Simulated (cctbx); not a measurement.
**What is wrong with this refinement?**

Cell a = 6.2750 Å, b = 3.7880 Å, c = 6.9090 Å, α = 90.00°, β = 90.00°, γ = 90.00°; space group Pnma (no. 62).

The data are simulated with cctbx, not measured: Mo Kα, λ = 0.71073 Å, to d = 0.77 Å, 95 % of the full sphere, strongest reflection 40000 counts, noise from counting, a 3 % proportional error and a noise floor of 8 counts (s.d.); no absorption.

An anisotropic refinement with weights 1/σ² prints:

```text
Rint 0.028, 215 unique reflections to 0.77 A
cycle     R1     wR2    GooF  max shift (A)
   1  0.0289  0.0789   3.979   0.00050
   2  0.0144  0.0429   2.164   0.00000
final R1 0.0144 wR2 0.0429 GooF 2.164  parameters 18  data/parameter 11.9
atom        x        y        z      Ueq    occ   su(xyz)  su(Uiso or U11)
Ni1    0.21915  0.75000  0.89190   0.0030  1.000  0.00008  0.0003
Mn1    0.84285  0.75000  0.93145   0.0060  1.000  0.00010  0.0003
Mg1    0.52565  0.25000  0.81578   0.0056  1.000  0.00022  0.0006
difference map: max 0.76 min -0.64 rms 0.15
Q1    0.2257  0.7500  0.8615    4    0.76  0.21 A from Ni1
Q2    0.2168  0.7500  0.2928    4    0.41  1.53 A from Mg1
Q3    0.1972  0.2500  0.2030    4    0.30  0.96 A from Mn1
Q4    0.1841  0.7500  0.5486    4    0.27  1.01 A from Mn1
Q5    0.0902  0.7500  0.2282    4    0.24  0.95 A from Mg1
Q6    0.1097  0.7500  0.3631    4    0.23  0.91 A from Mg1
```

**Question.** Can this result stand? If not, what is the likely fault?

Mend it. The fault: wrong element: Ni1 is Cu. Against the right model at the same level, R1 goes from 0.0071 to 0.0144 and GooF from 0.85 to 2.16. Ni1 has 1 electron too few and its U shrinks to make up, as expected (near an absorption edge f′ can widen the mismatch well beyond the difference in Z).

The compound is MgMnCu. The right model at the same level gives:

```text
Rint 0.028, 215 unique reflections to 0.77 A
cycle     R1     wR2    GooF  max shift (A)
   1  0.0096  0.0247   1.248   0.00042
   2  0.0071  0.0168   0.849   0.00000
final R1 0.0071 wR2 0.0168 GooF 0.849  parameters 18  data/parameter 11.9
atom        x        y        z      Ueq    occ   su(xyz)  su(Uiso or U11)
Cu1    0.21921  0.75000  0.89186   0.0040  1.000  0.00003  0.0001
Mn1    0.84281  0.75000  0.93146   0.0044  1.000  0.00004  0.0001
Mg1    0.52567  0.25000  0.81574   0.0041  1.000  0.00009  0.0003
difference map: max 0.34 min -0.26 rms 0.07
Q1    0.0691  0.7500  0.2265    4    0.35  0.86 A from Mg1
Q2    0.2127  0.7500  0.2859    4    0.31  1.51 A from Mg1
Q3    0.1487  0.7500  0.8021    4    0.28  0.76 A from Cu1
Q4    0.0848  0.7500  0.3699    4    0.23  0.79 A from Mg1
Q5    0.2057  0.7500  0.5463    4    0.23  0.87 A from Mn1
Q6    0.1986  0.2500  0.1674    4    0.21  0.73 A from Mn1
```

The model is made up (kin elements in a known structure type, no relaxation), so it says nothing on whether the phase exists.

[Middle refinement cycles are left out of these outputs.]

[Logs are printed without paths, hosts, clocks, repeated set-up lines and the standing remarks that a program may print on its own settings, such as how far it seeks lower states.]
